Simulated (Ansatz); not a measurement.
**KF (Carobbiite, Fm-3m): a volume series of phonon spectra**

Which modes of KF (Carobbiite) drive its thermal expansion?

What experiment has found for this phase:
- volume expansion coefficient 104.4 1e-6/K and heat capacity C_P per formula unit 49 J/mol/K near room temperature (given in “High-Throughput Prediction of Finite-Temperature Properties using the Quasi-Harmonic Approximation”, 2016, arXiv:1603.06924)
- volume expansion coefficient 95.1 1e-6/K near room temperature (given in “Descriptors for thermal expansion in solids”, 2017, arXiv:1701.03966)

Method: DFT PBE, scalar-relativistic, plane waves, PAW, in Ansatz 0.2.0.

Most raw output is cut from this account.

## (1) The starting structure

It takes space group Fm-3m (No. 225, cubic). The conventional cell has a = 5.344 Å, b = 5.344 Å, c = 5.344 Å, α = 90.00°, β = 90.00°, γ = 90.00°. Nearest to K lie 6 F at 2.67 Å. Nearest to F lie 6 K at 2.67 Å. Farther neighbours and most contacts between anions are not listed.

## (2) Probe on a coarse mesh

Before spending time, one coarse run tells the gap and the pressure of the starting cell.

input.yaml reads:

```yaml
crystal:
  lattice:
    - [0.0, 2.67185, 2.67185]
    - [2.67185, 0.0, 2.67185]
    - [2.67185, 2.67185, 0.0]
  atoms:
    - { symbol: K, position: [0.0, 0.0, 0.0] }
    - { symbol: F, position: [0.5, 0.5, 0.5] }
kpoints:
  mp_grid: { grid: [6, 6, 6] }
hamiltonian:
  xc: pbe
scf:
  occupations: { method: gaussian, width: 0.1 }
output:
  forces: true
  stress: true
  eigenvalues: true
```

On the command line:

```
ansatz run input.yaml --threads 2 --pin off --max-ram 5120MiB --backend cpu --events-out ev --progress --plain --runs-dir out
```

Run time: 0.35 s. Hardware: 2 threads of Arm Neoverse V2, shared host; peak memory 0.25 GiB.

This step gave:

```yaml
pressure: 1.380 GPa
gap_on_the_k_mesh: 6.182 eV
volume_per_atom: 19.07 Å³
```

The start is under 1.4 GPa at this level and looks like an insulator or semiconductor on this mesh.

## (3) Finding the static equilibrium

Phonons are second derivatives about a minimum, so cell and atoms are relaxed first, inside the symmetry of the start.

input.yaml, the sections that differ from step 2:

```yaml
kpoints:
  mp_grid: { grid: [8, 8, 8] }
scf:
  occupations: { method: gaussian, width: 0.02 }
output:
  forces: true
  stress: true
  eigenvalues: true
  write_density: true
  write_potential: true
  elf: true
  volumetric_format: npy
relax:
  adjacent_minimum: "off"
  f_tol: 0.005
  max_steps: 80
  cell: { stress_tol: 0.05 }
# crystal, hamiltonian: as in step 2
```

Run time: 3.1 s. Hardware: 2 threads; peak memory 0.29 GiB; 5.7 s of CPU time.

The steps of the relaxation:

| step | energy less that of the first step (eV) | largest force component (eV/Å) | pressure (GPa) | volume (Å³) |
| --- | --- | --- | --- | --- |
| 1 | 0.0000 | 0.0000 | 1.38 | 38.15 |
| 2 | -0.0030 | 0.0000 | -0.15 | 39.75 |
| 3 | -0.0034 | 0.0000 | -0.01 | 39.59 |
| 4* | -0.0067 | 0.0000 | 0.17 | 39.59 |
| 5 | -0.0065 | 0.0000 | 0.03 | 39.78 |
| 6* | -0.0068 | 0.0000 | 0.03 | 39.78 |

Relaxation steps marked * repeat the geometry before them on a plane-wave basis chosen anew for their cell, so energy and pressure can jump there.

The run keeps the 48 symmetry operations that it works with, so distortions that break them were not tested.

```csv
"conventional cell, symmetrised",before,after,change
a (Å),5.344,5.419,+1.4 %
b (Å),5.344,5.419,+1.4 %
c (Å),5.344,5.419,+1.4 %
volume (Å³/atom),19.07,19.89,+4.3 %
```

Final coordinates:

```cif
data_structure
_symmetry_space_group_name_H-M 'P 1'
_symmetry_Int_Tables_number 1
_cell_length_a 3.8316
_cell_length_b 3.8316
_cell_length_c 3.8316
_cell_angle_alpha 60.000
_cell_angle_beta 60.000
_cell_angle_gamma 60.000
_cell_volume 39.78
loop_
_atom_site_label
_atom_site_type_symbol
_atom_site_fract_x
_atom_site_fract_y
_atom_site_fract_z
_atom_site_occupancy
K1 K 0.00000 0.00000 0.00000 1
F2 F 0.50000 0.50000 0.50000 1
```

This step gave:

* pressure: 0.03406 GPa
* gap on the k-mesh: 5.966 eV
* volume per atom: 19.89 Å³

Electrostatic potential energy in the ac plane of the conventional cell at fractional y = 0.000, with atoms of K and F within 0.2 Å of it. With pseudopotentials it is smooth inside the atoms' cores, unlike the true potential.

Ten even steps from '0' (-42 eV) to '9' (8 eV), each cell a mean:
```
016999401799730
358999867999863
789999999999987
999999999999999
999999878899999
689997533689997
149986100389971
039985000379960
269997301589984
999998756799999
999999988999999
899999999999999
578999999999986
137999634899851
015899201699730
```
Columns run along a (5.4 Å; values clipped at the 3rd and 97th percentile), rows up along c (5.4 Å), edges of the conventional cell, whose origin can differ from the input's. Atoms in or near the plane, at fractional coordinates: K at (0.00, 0.00), K at (0.50, 0.50), F at (0.50, 0.00), F at (0.00, 0.50).

Valence density in the ac plane of the conventional cell at fractional y = 0.000, with atoms of K and F within 0.2 Å of it. It is the smooth field of the valence electrons, not physical close to the nuclei.

Ten steps, logarithmic in the rise over the least value, from '_' (0 e/Å³) to '@' (12 e/Å³), each cell a mean:
```
##**==....--##@@%%++::..--**##
**++--..__::==**++--..__::==**
--::..______..::::..______::--
....________......__________..
::..______..::----..______..::
**==::__..--++****==..__..--++
@@##--....==######**--..::++%%
@@##==..::++######**--..::**@@
%%**--....==**####++::....==##
==--..____::==++==--..____::--
....________..::....________..
::..________......________....
++==::____..--==--::____..--==
##**==....--**####==....::++**
####++::..==%%@@@@**::..--**##
```
Columns run along a (5.4 Å), rows up along c (5.4 Å), edges of the conventional cell, whose origin can differ from the input's. Atoms in or near the plane, at fractional coordinates: K at (0.00, 0.00), K at (0.50, 0.50), F at (0.50, 0.00), F at (0.00, 0.50).

ELF in the ac plane of the conventional cell at fractional y = 0.000, with atoms of K and F within 0.2 Å of it. It is the smooth field of the valence electrons, not physical close to the nuclei.

Ten even steps from '_' (0.01) to '@' (0.86), each cell a mean:
```
%%@@%%::..##@@##%%%%==__**@@@@
@@@@**....++%%@@%%##--__==%%@@
**++::____::======--..__..==**
..____________..______________
==--::____::++**++--..__..--==
%%%%++....##@@@@@@%%--__--##%%
##@@##..::%%@@%%@@@@++__==%%%%
**@@##..--@@@@##%%@@**..==@@##
@@@@**..::%%@@@@@@@@++__==%%@@
##**==____++%%@@%%##::__::++##
::..________::--::..______....
::::________........______..::
@@%%==____==**####++::__::**%%
@@@@%%::..**@@@@@@%%--__++@@@@
##@@@@::::##@@**##%%==..**@@%%
```
Columns run along a (5.4 Å), rows up along c (5.4 Å), edges of the conventional cell, whose origin can differ from the input's. Atoms in or near the plane, at fractional coordinates: K at (0.00, 0.00), K at (0.50, 0.50), F at (0.50, 0.00), F at (0.00, 0.50).

The relaxation ends with a pressure of 0.03 GPa.

## (4) Relaxing to small residual forces and stress

The relaxation is repeated with tighter thresholds on force and stress, since phonons are sensitive to what is left; a change of mesh or smearing in the input moves the cell too.

input.yaml reads:

```yaml
crystal:
  lattice:
    - [0.0, 2.7093666514, 2.7093666514]
    - [2.7093666514, 0.0, 2.7093666514]
    - [2.7093666514, 2.7093666514, 0.0]
  atoms:
    - { symbol: K, position: [0.0, 0.0, 0.0] }
    - { symbol: F, position: [0.5, 0.5, 0.5] }
kpoints:
  mp_grid: { grid: [8, 8, 8] }
hamiltonian:
  xc: pbe
scf:
  occupations: { method: fixed }
output:
  forces: true
  stress: true
  eigenvalues: true
relax:
  adjacent_minimum: "off"
  f_tol: 0.001
  max_steps: 60
  cell: { stress_tol: 0.01 }
```

Wall time 1.6 s (2 threads); peak memory 0.28 GiB; 3 s of CPU time.

Little changed from the start: no atom moved by 0.005 Å and no cell edge by 0.1 %.

This step gave:

```yaml
pressure: 0.001586 GPa
gap_on_the_k_mesh: 5.961 eV
volume_per_atom: 19.91 Å³
```

The residual pressure is 0.0016 GPa, small enough for phonons.

## (5) Phonons, V/V0 1

The same q-mesh and k-mesh are kept at every volume, so that much of their error can cancel in the differences.

input.yaml reads:

```yaml
crystal:
  lattice:
    - [0.0, 2.7103778297, 2.7103778297]
    - [2.7103778297, 0.0, 2.7103778297]
    - [2.7103778297, 2.7103778297, 0.0]
  atoms:
    - { symbol: K, position: [0.0, 0.0, 0.0] }
    - { symbol: F, position: [0.5, 0.5, 0.5] }
kpoints:
  mp_grid: { grid: [8, 8, 8] }
hamiltonian:
  xc: pbe
scf:
  occupations: { method: fixed }
output:
  eigenvalues: true
phonons:
  method: dfpt
  dielectric: true
  rigid_motions: translations
  qmesh: [4, 4, 4]
  temperatures: { t_max: 1000, t_step: 50 }
  qpath:
    path:
      - [[0.0, 0.0, 0.0], [0.5, 0.0, 0.5], [0.625, 0.25, 0.625]]
      - [[0.375, 0.375, 0.75], [0.0, 0.0, 0.0], [0.5, 0.5, 0.5], [0.5, 0.25, 0.75], [0.5, 0.0, 0.5]]
    npoints: 10
```

It took 87 s on 2 threads; peak memory 0.81 GiB.

Numbers from this step:

```yaml
gamma_frequencies: 0, 0, 0, 164.6, 164.6, 164.6 cm⁻¹ (negative: imaginary)
lowest_frequency_on_the_path: 0 cm⁻¹
zero_point_energy: 0.05636 eV/cell
point_group: m-3m
highest_frequency: 300.7 cm⁻¹
debye_temperature_from_the_second_moment: 296 K
```

LO-TO term included. Phonon branches along the path, in cm⁻¹:

| point | branch 1 | branch 2 | branch 3 | branch 4 | branch 5 | branch 6 |
| --- | --- | --- | --- | --- | --- | --- |
| Γ | 0 | 0 | 0 | 164 | 164 | 301 |
| halfway | 65 | 65 | 129 | 169 | 169 | 252 |
| X | 91 | 91 | 163 | 172 | 172 | 193 |
| halfway | 94 | 107 | 159 | 170 | 178 | 190 |
| U | 101 | 138 | 149 | 165 | 185 | 192 |
| jump to K | 101 | 138 | 149 | 165 | 185 | 192 |
| halfway | 80 | 87 | 128 | 155 | 172 | 266 |
| Γ | 0 | 0 | 0 | 164 | 164 | 301 |
| halfway | 70 | 70 | 114 | 161 | 161 | 283 |
| L | 103 | 103 | 154 | 154 | 187 | 246 |
| halfway | 107 | 121 | 160 | 164 | 173 | 221 |
| W | 127 | 135 | 135 | 180 | 181 | 181 |
| halfway | 106 | 110 | 156 | 175 | 177 | 188 |
| X | 91 | 91 | 163 | 172 | 172 | 193 |

Tetrahedra on 20 20 20, mean over bins of 5 cm⁻¹. Phonon density of states against wavenumber; read off at these points:

| wavenumber (cm⁻¹) | phonon density of states (1/cm⁻¹/cell) |
| --- | --- |
| 2 | 1.0e-5 |
| 18 | 4.7e-4 |
| 32 | 0.00173 |
| 48 | 0.00416 |
| 58 | 0.00669 |
| 72 | 0.0127 |
| 88 | 0.0254 |
| 102 | 0.0600 |
| 118 | 0.0268 |
| 132 | 0.0177 |
| 148 | 0.0257 |
| 158 | 0.0992 |
| 168 | 0.102 |
| 172 | 0.0941 |
| 188 | 0.00554 |
| 202 | 0.0114 |
| 218 | 0.0115 |
| 232 | 0.0118 |
| 248 | 0.0107 |
| 258 | 0.00791 |
| 272 | 0.00576 |
| 288 | 0.00371 |
| 302 | 1.0e-5 |

Harmonic. Thermo, by row:

```csv
T (K),F_vib (meV/atom),S (J/mol-atom/K),C_V (J/mol-atom/K)
0,28.18,0,0
50,27.75,3.132,7.513
100,23.94,11.68,16.95
150,15.82,19.39,20.76
200,4.1,25.62,22.43
250,-10.54,30.73,23.29
300,-27.61,35.02,23.77
350,-46.73,38.71,24.07
400,-67.65,41.94,24.27
450,-90.14,44.81,24.41
500,-114,47.38,24.51
550,-139.2,49.72,24.58
600,-165.5,51.87,24.64
650,-192.9,53.84,24.68
700,-221.3,55.67,24.72
750,-250.6,57.38,24.75
800,-280.8,58.97,24.77
850,-311.7,60.48,24.79
900,-343.4,61.89,24.81
950,-375.9,63.24,24.82
1000,-408.9,64.51,24.83
```

Phonopy on the run's constants, 19x19x19 mesh, Gaussian sigma 2.3 cm⁻¹. Modes against wavenumber; read off at these points; values in 1/cm⁻¹/cell:

| wavenumber (cm⁻¹) | F | K |
| --- | --- | --- |
| -10.0 | 0 | 0 |
| 0.0 | 2.0e-5 | 4.8e-5 |
| 10.0 | 1.3e-5 | 2.0e-5 |
| 20.0 | 1.3e-4 | 2.6e-4 |
| 30.0 | 5.6e-4 | 0.00122 |
| 40.0 | 9.9e-4 | 0.00225 |
| 50.0 | 0.00144 | 0.00335 |
| 60.0 | 0.00205 | 0.00509 |
| 70.0 | 0.00323 | 0.00868 |
| 80.0 | 0.00460 | 0.0139 |
| 90.0 | 0.00671 | 0.0240 |
| 100.0 | 0.00713 | 0.0426 |
| 103.8 | 0.00652 | 0.0547 |
| 110.0 | 0.00398 | 0.0355 |
| 120.0 | 0.00283 | 0.0208 |
| 130.0 | 0.00274 | 0.0159 |
| 140.0 | 0.00228 | 0.0105 |
| 150.0 | 0.0142 | 0.0295 |
| 153.4 | 0.0379 | 0.0346 |
| 160.0 | 0.0636 | 0.0297 |
| 167.9 | 0.0724 | 0.0303 |
| 170.0 | 0.0702 | 0.0304 |
| 180.0 | 0.0228 | 0.00938 |
| 190.0 | 0.0102 | 5.3e-4 |
| 192.7 | 0.0124 | 3.8e-4 |
| 200.0 | 0.0116 | 4.1e-4 |
| 210.0 | 0.0112 | 5.5e-4 |
| 220.0 | 0.0109 | 8.6e-4 |
| 230.0 | 0.0104 | 0.00120 |
| 240.0 | 0.0101 | 0.00149 |
| 250.0 | 0.00814 | 0.00182 |
| 260.0 | 0.00599 | 0.00182 |
| 270.0 | 0.00409 | 0.00147 |
| 280.0 | 0.00312 | 0.00128 |
| 290.0 | 0.00235 | 0.00105 |
| 300.0 | 5.8e-4 | 2.8e-4 |
| 310.0 | 0 | 0 |

Born charge (rows field, columns displacement) (e), principal values of the symmetric part by kind of site:

```csv
atom,atoms with these values,low,middle,high,mean
K1,1,1.13,1.13,1.13,1.13
F2,1,-1.13,-1.13,-1.13,-1.13
```

In full for F2:

```
-1.13  0.00  0.00
 0.00 -1.13  0.00
 0.00  0.00 -1.13
```

ε∞:

```
1.96 0.00 0.00
0.00 1.96 0.00
0.00 0.00 1.96
```

No LO-TO term. The modes at Γ (shares of kinetic energy by element, %):

```
mode  frequency (cm⁻¹)  symmetry  K %  F %
   1               0.0       T1u   67   33
   2               0.0       T1u   67   33
   3               0.0       T1u   67   33
   4             164.5       T1u   33   67
   5             164.5       T1u   33   67
   6             164.5       T1u   33   67
```

Displacements in mode 6 (164.5 cm⁻¹), the largest set to 1:
```
K1   0.00 -0.16 -0.49
F2   0.00  0.34  1.00
```

No mode is imaginary beyond numerical noise at the solved wavevectors.

## (6) A cell at another volume, V/V0 1.015

Symmetry fixes every atom, so a single point at the scaled cell gives the energy and pressure of this member.

The cell differs from the one that the last finished run ended in (a 3.833 → 3.852 Å, b 3.833 → 3.852 Å, c 3.833 → 3.852 Å).

input.yaml, the sections that differ from step 5:

```yaml
crystal:
  lattice:
    - [0.0, 2.7238625185, 2.7238625185]
    - [2.7238625185, 0.0, 2.7238625185]
    - [2.7238625185, 2.7238625185, 0.0]
  atoms:
    - { symbol: K, position: [0.0, 0.0, 0.0] }
    - { symbol: F, position: [0.5, 0.5, 0.5] }
output:
  forces: true
  stress: true
  eigenvalues: true
# kpoints, hamiltonian, scf: as in step 5
# phonons: removed
```

It took 0.53 s on 2 threads; peak memory 0.27 GiB; 0.95 s of CPU time.

Numbers from this step:

```yaml
pressure: -0.4154 GPa
gap_on_the_k_mesh: 5.887 eV
volume_per_atom: 20.21 Å³
```

At this level the gap is 5.89 eV on the k-mesh of the self-consistent run, which can miss the band edges.

## (7) Lattice dynamics at this volume, V/V0 1.015

input.yaml, the sections that differ from step 6:

```yaml
output:
  eigenvalues: true
phonons:
  method: dfpt
  dielectric: true
  rigid_motions: translations
  qmesh: [4, 4, 4]
  temperatures: { t_max: 1000, t_step: 50 }
  qpath:
    path:
      - [[0.0, 0.0, 0.0], [0.5, 0.0, 0.5], [0.625, 0.25, 0.625]]
      - [[0.375, 0.375, 0.75], [0.0, 0.0, 0.0], [0.5, 0.5, 0.5], [0.5, 0.25, 0.75], [0.5, 0.0, 0.5]]
    npoints: 10
# crystal, kpoints, hamiltonian, scf: as in step 6
```

Elapsed: 91 s, on 2 threads; peak memory 0.81 GiB; 3 min of CPU time.

LO-TO term included. Phonon branches along the path, in cm⁻¹:

| point | branch 1 | branch 2 | branch 3 | branch 4 | branch 5 | branch 6 |
| --- | --- | --- | --- | --- | --- | --- |
| Γ | 0 | 0 | 0 | 158 | 158 | 296 |
| halfway | 65 | 65 | 124 | 162 | 162 | 249 |
| X | 91 | 91 | 159 | 165 | 165 | 189 |
| halfway | 94 | 107 | 156 | 163 | 172 | 186 |
| U | 100 | 136 | 147 | 158 | 180 | 187 |
| jump to K | 100 | 136 | 147 | 158 | 180 | 187 |
| halfway | 81 | 83 | 125 | 150 | 165 | 261 |
| Γ | 0 | 0 | 0 | 158 | 158 | 296 |
| halfway | 67 | 67 | 112 | 155 | 155 | 278 |
| L | 100 | 100 | 149 | 149 | 184 | 242 |
| halfway | 104 | 118 | 155 | 161 | 167 | 217 |
| W | 124 | 134 | 134 | 174 | 174 | 175 |
| halfway | 107 | 108 | 154 | 168 | 171 | 184 |
| X | 91 | 91 | 159 | 165 | 165 | 189 |

No mode is imaginary beyond numerical noise at the solved wavevectors. The highest zone-centre mode (no LO–TO term) moved by -4.0 % for a volume change of +1.5 %.

## (8) A cell at another volume, V/V0 0.985

The cell differs from the one that the last finished run ended in (a 3.852 → 3.814 Å, b 3.852 → 3.814 Å, c 3.852 → 3.814 Å).

input.yaml, the sections that differ from step 7:

```yaml
crystal:
  lattice:
    - [0.0, 2.6967576108, 2.6967576108]
    - [2.6967576108, 0.0, 2.6967576108]
    - [2.6967576108, 2.6967576108, 0.0]
  atoms:
    - { symbol: K, position: [0.0, 0.0, 0.0] }
    - { symbol: F, position: [0.5, 0.5, 0.5] }
output:
  forces: true
  stress: true
  eigenvalues: true
# kpoints, hamiltonian, scf: as in step 7
# phonons: removed
```

Run time: 0.52 s. Hardware: 2 threads; peak memory 0.27 GiB; 0.93 s of CPU time.

The run ends at a pressure of 0.45 GPa.

## (9) Lattice dynamics at this volume, V/V0 0.985

input.yaml, the sections that differ from step 8:

```yaml
output:
  eigenvalues: true
phonons:
  method: dfpt
  dielectric: true
  rigid_motions: translations
  qmesh: [4, 4, 4]
  temperatures: { t_max: 1000, t_step: 50 }
  qpath:
    path:
      - [[0.0, 0.0, 0.0], [0.5, 0.0, 0.5], [0.625, 0.25, 0.625]]
      - [[0.375, 0.375, 0.75], [0.0, 0.0, 0.0], [0.5, 0.5, 0.5], [0.5, 0.25, 0.75], [0.5, 0.0, 0.5]]
    npoints: 10
# crystal, kpoints, hamiltonian, scf: as in step 8
```

It took 87 s on 2 threads; peak memory 0.8 GiB.

LO-TO term included. The phonon branches at the labelled points (cm⁻¹):

```csv
point,branch 1,branch 2,branch 3,branch 4,branch 5,branch 6
Γ,0,0,0,171,171,306
halfway,64,64,134,176,176,255
X,90,90,165,179,179,197
halfway,94,107,162,177,185,196
U,102,140,150,171,191,198
jump to K,102,140,150,171,191,198
halfway,80,91,132,161,179,270
Γ,0,0,0,171,171,306
halfway,72,72,116,167,167,287
L,107,107,160,160,190,250
halfway,110,123,166,167,179,226
W,130,135,135,185,187,187
halfway,106,111,158,182,183,194
X,90,90,165,179,179,197
```

No mode is imaginary beyond numerical noise at the solved wavevectors. The highest zone-centre mode (no LO–TO term) moved by +4.1 % for a volume change of -1.5 %.

## (10) Single point at a scaled cell, V/V0 1.03

The cell differs from the one that the last finished run ended in (a 3.814 → 3.871 Å, b 3.814 → 3.871 Å, c 3.814 → 3.871 Å).

input.yaml, the sections that differ from step 9:

```yaml
crystal:
  lattice:
    - [0.0, 2.7372149991, 2.7372149991]
    - [2.7372149991, 0.0, 2.7372149991]
    - [2.7372149991, 2.7372149991, 0.0]
  atoms:
    - { symbol: K, position: [0.0, 0.0, 0.0] }
    - { symbol: F, position: [0.5, 0.5, 0.5] }
output:
  forces: true
  stress: true
  eigenvalues: true
# kpoints, hamiltonian, scf: as in step 9
# phonons: removed
```

Run time: 0.51 s. Hardware: 2 threads; peak memory 0.27 GiB.

The run ends at a pressure of -0.80 GPa.

## (11) Lattice dynamics at this volume, V/V0 1.03

input.yaml, the sections that differ from step 10:

```yaml
output:
  eigenvalues: true
phonons:
  method: dfpt
  dielectric: true
  rigid_motions: translations
  qmesh: [4, 4, 4]
  temperatures: { t_max: 1000, t_step: 50 }
  qpath:
    path:
      - [[0.0, 0.0, 0.0], [0.5, 0.0, 0.5], [0.625, 0.25, 0.625]]
      - [[0.375, 0.375, 0.75], [0.0, 0.0, 0.0], [0.5, 0.5, 0.5], [0.5, 0.25, 0.75], [0.5, 0.0, 0.5]]
    npoints: 10
# crystal, kpoints, hamiltonian, scf: as in step 10
```

It took 92 s on 2 threads; peak memory 0.82 GiB.

No mode is imaginary beyond numerical noise at the solved wavevectors. The highest zone-centre mode (no LO–TO term) moved by -7.9 % for a volume change of +3.0 %.

## (12) Single point at a scaled cell, V/V0 0.97

The cell differs from the one that the last finished run ended in (a 3.871 → 3.794 Å, b 3.871 → 3.794 Å, c 3.871 → 3.794 Å).

input.yaml, the sections that differ from step 11:

```yaml
crystal:
  lattice:
    - [0.0, 2.682998404, 2.682998404]
    - [2.682998404, 0.0, 2.682998404]
    - [2.682998404, 2.682998404, 0.0]
  atoms:
    - { symbol: K, position: [0.0, 0.0, 0.0] }
    - { symbol: F, position: [0.5, 0.5, 0.5] }
output:
  forces: true
  stress: true
  eigenvalues: true
  write_density: true
  write_potential: true
  elf: true
  volumetric_format: npy
# kpoints, hamiltonian, scf: as in step 11
# phonons: removed
```

Run time: 0.67 s. Hardware: 2 threads; peak memory 0.27 GiB; 1.2 s of CPU time.

The run ends at a pressure of 0.95 GPa.

(Part 1 of 2 ends here.)

[Logs are printed without paths, hosts, clocks, repeated set-up lines and the standing remarks that a program may print on its own settings, such as how far it seeks lower states.]

[Hosts, paths, dates, database ids (printed as entryN), source tags and the programs' standing remarks are cut or masked in the printed files.]

[A step with changed settings may run another functional than the one named; its input shows which.]

[Of the runs on displaced cells, only some may be shown.]
